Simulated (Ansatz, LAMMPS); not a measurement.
# Site preference of a vacancy of Ga in 69In2O3-31Ga2O3 (mol %) with crystalline order left by the classical run (80 atoms), part 2 of 3

At which site of 69In2O3-31Ga2O3 (mol %) with crystalline order left by the classical run (80 atoms) does a vacancy of Ga cost least, and what about the site decides it?

Ansatz 0.2.0; Kohn-Sham DFT, PBEsol, PAW (set soft_2), plane waves.

The cell: 22 In, 10 Ga and 48 O. The quench rate of 20 K/ps is orders of magnitude faster than experiment. The network of bonds at the start is that of the classical potential that made the cell. Only the Γ point is sampled, in a cell whose shortest periodic width is 10 Å.

So far. Step 2 (Single point at the start): The r.m.s. force at the start is 0.44 eV/Å. Step 3 (Relaxation): The relaxation converged after 14 steps, 3.95 eV below its start, with a largest force component of 0.029 eV/Å.

## (4) Single point at the relaxed geometry

The electronic structure is read at the final geometry, in a run of its own.

File input.yaml:

```yaml
crystal:
  lattice:
    - [10.10958, 0.0, 0.0]
    - [0.0, 10.10958, 0.0]
    - [0.0, 0.0, 10.10958]
  atoms:
    - { symbol: In, position: [0.79966, 0.19214, 0.05099] }
    - { symbol: In, position: [0.5589, 0.47023, 0.55191] }
    - { symbol: In, position: [0.76721, 0.71689, 0.06249] }
    - { symbol: In, position: [0.60533, 0.38582, 0.20598] }
    - { symbol: In, position: [0.62373, 0.91054, 0.56304] }
    - { symbol: In, position: [0.27945, 0.95634, 0.39812] }
    [... 68 atom lines left out ...]
    - { symbol: O, position: [0.8985, 0.03341, 0.71381] }
    - { symbol: O, position: [0.4166, 0.55261, 0.39129] }
    - { symbol: O, position: [0.61108, 0.83295, 0.36852] }
    - { symbol: O, position: [0.16011, 0.45893, 0.53721] }
    - { symbol: O, position: [0.6146, 0.83237, 0.75672] }
    - { symbol: O, position: [0.15937, 0.53103, 0.2253] }
kpoints:
  mp_grid: { grid: [1, 1, 1] }
hamiltonian:
  xc: pbesol
scf:
  occupations: { method: gaussian, width: 0.025 }
output:
  forces: true
  stress: true
  populations: true
  dos:
    method: { smearing: { sigma: 0.08 } }
    de: 0.1
    projected: { site_lists: { Ga: [Ga], In: [In], O: [O] } }
  eigenvalues: true
  write_density: true
  write_potential: true
  volumetric_format: npy
  elf: true
```

The run is started by

```sh
$ ansatz run input.yaml --threads 4 --pin off --max-ram 8192MiB --backend cpu --events-out ev --progress --plain --runs-dir out
```

Numbers of over 12 decimals in the logs are rounded to 6 here.

Output:

```text
[...]
Crystal: 80 atoms, lattice volume = 1033.236 Å³
Basis set: ecut = 420 eV, 20197 PW (Γ), exchange–correlation on 144×144×144 points (8 copies of the dense FFT grid, shifted against one another)
Bands: 432, of which v1, the nominal top of the filled ones, is band 352 counted from 1 (351 counted from 0)
Symmetry: 1 space group operations
[...]
k-points: 1
[...]
SCF iter   1: F=—  HF=-185916.997902 eV  |F-HF|=—  |Δ(HF+E_count)|=         —  Δρ=1.53e-2  dr2=1.92e0  ethr=1.77e-3  ⟨swp⟩=6.0  Hψ=1596  notcnv=0
[...]
SCF iter  12: F=-185916.460928 eV  HF=-185916.460928 eV  |F-HF|=8.15e-9  |Δ(HF+E_count)|=   1.54e-9  Δρ=6.19e-7  dr2=6.17e-9  ethr=1.42e-11  ⟨swp⟩=8.0  Hψ=2639  notcnv=0
SCF 1 converged in 12 iterations: F = -185916.460928 eV  dr2 = 6.17e-9
[...]
SCF converged after 12 iterations
Free energy (F): -185916.460928 eV
[...]
Internal energy: -185916.460928 eV  (E = F + TS)
E sigma→0 (E₀):  -185916.460928 eV
Fermi energy:    8.220663 eV
[...]
--- Forces (eV/Å), atoms counted from 1 ---
  atom   1  In     0.01074941    -0.01279065    -0.00137107
  atom   2  In    -0.00405260     0.00628418     0.00749421
  atom   3  In     0.00025323     0.01565158     0.01091574
  atom   4  In     0.00107639     0.00438033    -0.00905118
  atom   5  In     0.00530567    -0.00475253     0.00313840
  atom   6  In     0.00316744    -0.01134428     0.00511464
  atom   7  In    -0.00299281     0.01104178    -0.00357881
  atom   8  In    -0.00491787    -0.01259120    -0.00970340
  atom   9  In    -0.00580647    -0.00755065    -0.00049326
  atom  10  In     0.00436604     0.00863640    -0.00057494
  atom  11  In     0.00593870     0.00194417    -0.00040933
  atom  12  In    -0.00390387    -0.00086776     0.00049325
  atom  13  In    -0.00226702     0.00019719     0.00964837
  atom  14  In    -0.01024897    -0.00025462    -0.00195014
[...]
atom  79  O     -0.00160411     0.00054122    -0.00209453
  atom  80  O      0.00564252    -0.00357821     0.00403696
  max |Σ_I F_I| component: 1.03e-5 eV/Å
--- Stress (GPa, compression-positive) ---
       -2.468097       0.053756      -0.025228
        0.053756       0.342421      -0.792848
       -0.025228      -0.792848      -3.004201
  P = ⅓ Tr σ = -1.7100 GPa (-17.100 kbar)
--- Band table (eV) ---
[...]
--- Löwdin populations: 80 sites ---
  site symbol       q [e]
     0     In     11.8363
     1     In     11.8307
     2     In     11.8265
[...]
79      O      6.6099
  spilling = 0.003247 (of n_electrons = 704.000000)
```

Run time: 12 s. Hardware: 4 threads of Intel Xeon 6975P-C (Granite Rapids), shared host; peak memory 1.6 GiB; 45 s of CPU time.

The run gave:

| Quantity | Value |
| --- | --- |
| free energy | -185916.4609 eV |
| free energy per atom | -2323.9558 eV/atom |
| SCF cycles | 12 |
| pressure | -1.71 GPa |
| r.m.s. force component | 0.00596 eV/Å |
| longest force | 0.03064 eV/Å |
| Fermi energy | 8.221 eV |
| gap (highest filled to lowest empty level) | 1.021 eV |
| spilling of the projection | 0.003247 |

Löwdin charges by element and coordination (they lack the spilled electrons, 0.029 e an atom on average):

```tsv
element	coordination	atoms	mean charge (e)	spread	least	most
Ga	all	10	0.971	0.0201	0.939	1.00
Ga	4	4	0.988	0.013	0.969	1.00
Ga	5	5	0.964	0.0144	0.939	0.983
Ga	6	1	0.940	0	0.940	0.940
In	all	22	1.17	0.0161	1.14	1.19
In	5	7	1.18	0.0148	1.15	1.19
In	6	15	1.16	0.0141	1.14	1.19
O	all	48	-0.690	0.0295	-0.749	-0.610
O	3	20	-0.700	0.0323	-0.749	-0.633
O	4	28	-0.682	0.0247	-0.719	-0.610
```

States in the cell by windows of 1 eV, zero at the Fermi level; the larger projections on atomic orbitals stand beside the total:

```tsv
from (eV)	to (eV)	total	O p	In d	Ga d
-14	-13	132.3	2.8	42.1	85.9
-13	-12	166.9	2.5	150.6	8.7
-12	-11	20.9	0.4	16.1	1.0
-11	-7	0.0	0.0	0.0	0.0
-7	-6	16.6	9.9	0.3	0.1
-6	-5	32.0	20.0	0.5	0.2
-5	-4	34.7	24.0	0.5	0.2
-4	-3	42.1	32.5	0.6	0.2
-3	-2	57.1	48.6	0.7	0.3
-2	-1	68.1	62.7	1.2	0.3
-1	0	37.4	35.5	0.7	0.1
0	1	2.0	0.2	0.0	0.0
1	3	0.0	0.0	0.0	0.0
3	4	12.0	3.7	0.0	0.0
4	5	24.3	6.8	0.0	0.0
```

The curve was stored every 0.100 eV, coarse against its broadening of 0.08 eV, so these counts are rough.

Between -19 and -14 eV lie 96 more states.

The levels nearest the highest filled one (over half full), pooled over k-points and spins:

```tsv
level less the highest filled one (eV)	occupation
-0.167	2
-0.147	2
-0.117	2
-0.037	2
-0.0125	2
0	2
1.02	0
3.72	0
3.74	0
3.85	0
3.95	0
4.09	0
```

Electrostatic potential energy in the ab plane at fractional z = 0.550, with atoms of In and Ga and O within 0.2 Å of it. With pseudopotentials it is smooth inside the atoms' cores, unlike the true potential.

Ten even steps from '_' (-34 eV) to '@' (15 eV), each cell a mean:
```
__..==%%@@@@@@@@@@%%::____==%%**::....==##@@@@@@%%**::__
____==##@@@@@@@@@@%%==....**##==______..**%%@@@@%%**..__
__::**%%@@@@@@@@@@@@@@##%%@@%%==______::**%%**++####--..
++**%%@@@@@@@@@@@@@@@@@@@@@@%%**--::::++##**____::####++
%%@@@@@@@@@@@@@@@@@@@@@@@@@@@@%%##**##%%%%**____::%%@@%%
@@@@@@@@@@@@@@@@@@@@@@@@@@@@@@@@@@%%%%@@@@%%**++##@@@@@@
@@@@@@@@@@@@@@@@@@@@@@@@@@@@@@@@@@@@@@@@@@@@@@@@@@@@@@@@
@@@@@@@@@@@@@@@@@@@@@@@@@@@@@@@@@@@@@@@@@@@@@@@@@@@@@@@@
@@@@@@@@@@@@@@@@@@@@@@@@@@@@@@@@@@@@@@##====%%@@@@%%%%%%
##%%@@@@@@@@@@@@@@@@@@@@@@@@%%%%%%%%%%--____++%%%%##****
==##@@@@@@@@@@@@@@@@@@@@@@%%++====**##--__..**%%**::....
..**%%**--==%%@@@@@@@@@@%%++..____::**%%**##%%%%==______
::**##::____++@@@@@@@@@@%%==______..++%%@@@@@@%%==______
++##%%==__..##@@@@@@@@@@%%++::____::**%%@@@@@@%%**--::::
%%%%%%%%**##@@@@@@@@##++**##**====**%%@@@@@@@@@@%%######
%%%%##****##%%@@@@%%::__..**%%%%%%%%@@@@@@@@@@@@%%++==**
##**======++##@@@@%%--__..**@@@@@@@@@@@@@@@@@@@@**____..
##++========##%%@@@@%%++++##%%%%@@@@@@@@@@@@@@@@**..__::
%%**========##@@@@@@%%**++==++##%%@@@@@@@@@@%%@@%%##**##
@@%%**++++##%%@@@@@@##========++%%**==**%%@@%%@@@@@@@@@@
@@@@%%##====%%@@@@@@##========++##..__..**@@@@@@@@@@@@@@
@@@@%%==____==@@@@@@%%**======**##::__..**@@@@@@@@@@@@@@
##%%%%==____==@@@@@@@@%%######%%%%##++**@@@@@@@@@@@@%%##
::==##%%**++%%@@@@@@##--==##%%%%##****%%%%@@@@@@@@%%++--
```
Columns run along a (10.1 Å; values clipped at the 3rd and 97th percentile), rows up along b (10.1 Å). Atoms in or near the plane, at fractional coordinates: In at (0.56, 0.47), In at (0.62, 0.91), In at (0.00, 0.94), In at (0.95, 0.49), Ga at (0.13, 0.26), Ga at (0.47, 0.15), O at (0.66, 0.12), O at (0.82, 0.82), O at (0.41, 0.33), O at (0.41, 0.96), O at (0.17, 0.08), O at (0.93, 0.29), O at (0.73, 0.58), O at (0.16, 0.46).

ELF in the ab plane at fractional z = 0.550, with atoms of In and Ga and O within 0.2 Å of it. It is the smooth field of the valence electrons, not physical close to the nuclei.

Ten even steps from '_' (0.00) to '@' (0.81), each cell a mean:
```
__..::::--==::..::##@@**##@@==::::....::..______..::::__
____::..________::##@@%%@@@@--::______::::::++++::::..__
..::::..________..++%%@@@@**::::..____::::**@@@@%%--::..
::::..____________::==++==::..::::::::::--@@%%##@@##::::
....__________________..______..::::::..==@@%%**@@%%--..
______________________________________..::**@@@@@@**::__
________________________________________....--====::____
____________________________________--++++==::__________
..________________________________::**@@@@@@##--..__....
::....::----..____________........::##@@**##@@++..::::::
::..--**%%##++::__________..::::::::++@@%%%%@@==::::..::
::::++@@@@@@%%==..______..::..____..::**@@@@##::::..____
::::##@@**%%@@++..______..::..____..::::====::..::..____
::::**@@%%@@@@==....--==--::..____::::..______..::::..::
....==##%%%%++....++@@@@%%++::::::::..________..::------
++::..::::--..__--%%@@##%%@@==......__________--##@@@@%%
%%::..__..::..__--%%@@##%%@@++..____________..++@@%%++@@
##::______....__..**%%@@%%++--..____________..++@@%%##@@
++::..____::..____::==--::..::..::==++++--..__::**@@@@@@
....::::--==--..____..::______::++@@@@@@##--__..::--==--
__..==##@@@@%%++..__..::______::##@@**%%@@++..__________
__::##@@####@@##::__..::......::##@@**%%@@++____________
....**@@####@@**....++**++--::..==##@@@@##::________....
::::::##@@@@##--..==%%@@@@%%--....::::--::________..::::
```
Columns run along a (10.1 Å), rows up along b (10.1 Å). Atoms in or near the plane, at fractional coordinates: In at (0.56, 0.47), In at (0.62, 0.91), In at (0.00, 0.94), In at (0.95, 0.49), Ga at (0.13, 0.26), Ga at (0.47, 0.15), O at (0.66, 0.12), O at (0.82, 0.82), O at (0.41, 0.33), O at (0.41, 0.96), O at (0.17, 0.08), O at (0.93, 0.29), O at (0.73, 0.58), O at (0.16, 0.46).

Between filled and empty levels lie 1.02 eV (at Γ alone); a semilocal functional tends to put such gaps too low. In a disordered cell it changes from sample to sample, and tail or defect levels can set it. Mean Löwdin charges: Ga +0.97, In +1.17, O -0.69 e (they miss 0.32 % of the electrons, so they add up to more than the cell's charge).

(Continued in part 3 of 3.)

[Logs are printed without paths, hosts, clocks, repeated set-up lines and the standing remarks that a program may print on its own settings, such as how far it seeks lower states.]

[Hosts, paths, dates, database ids (printed as entryN), source tags and the programs' standing remarks are cut or masked in the printed files.]
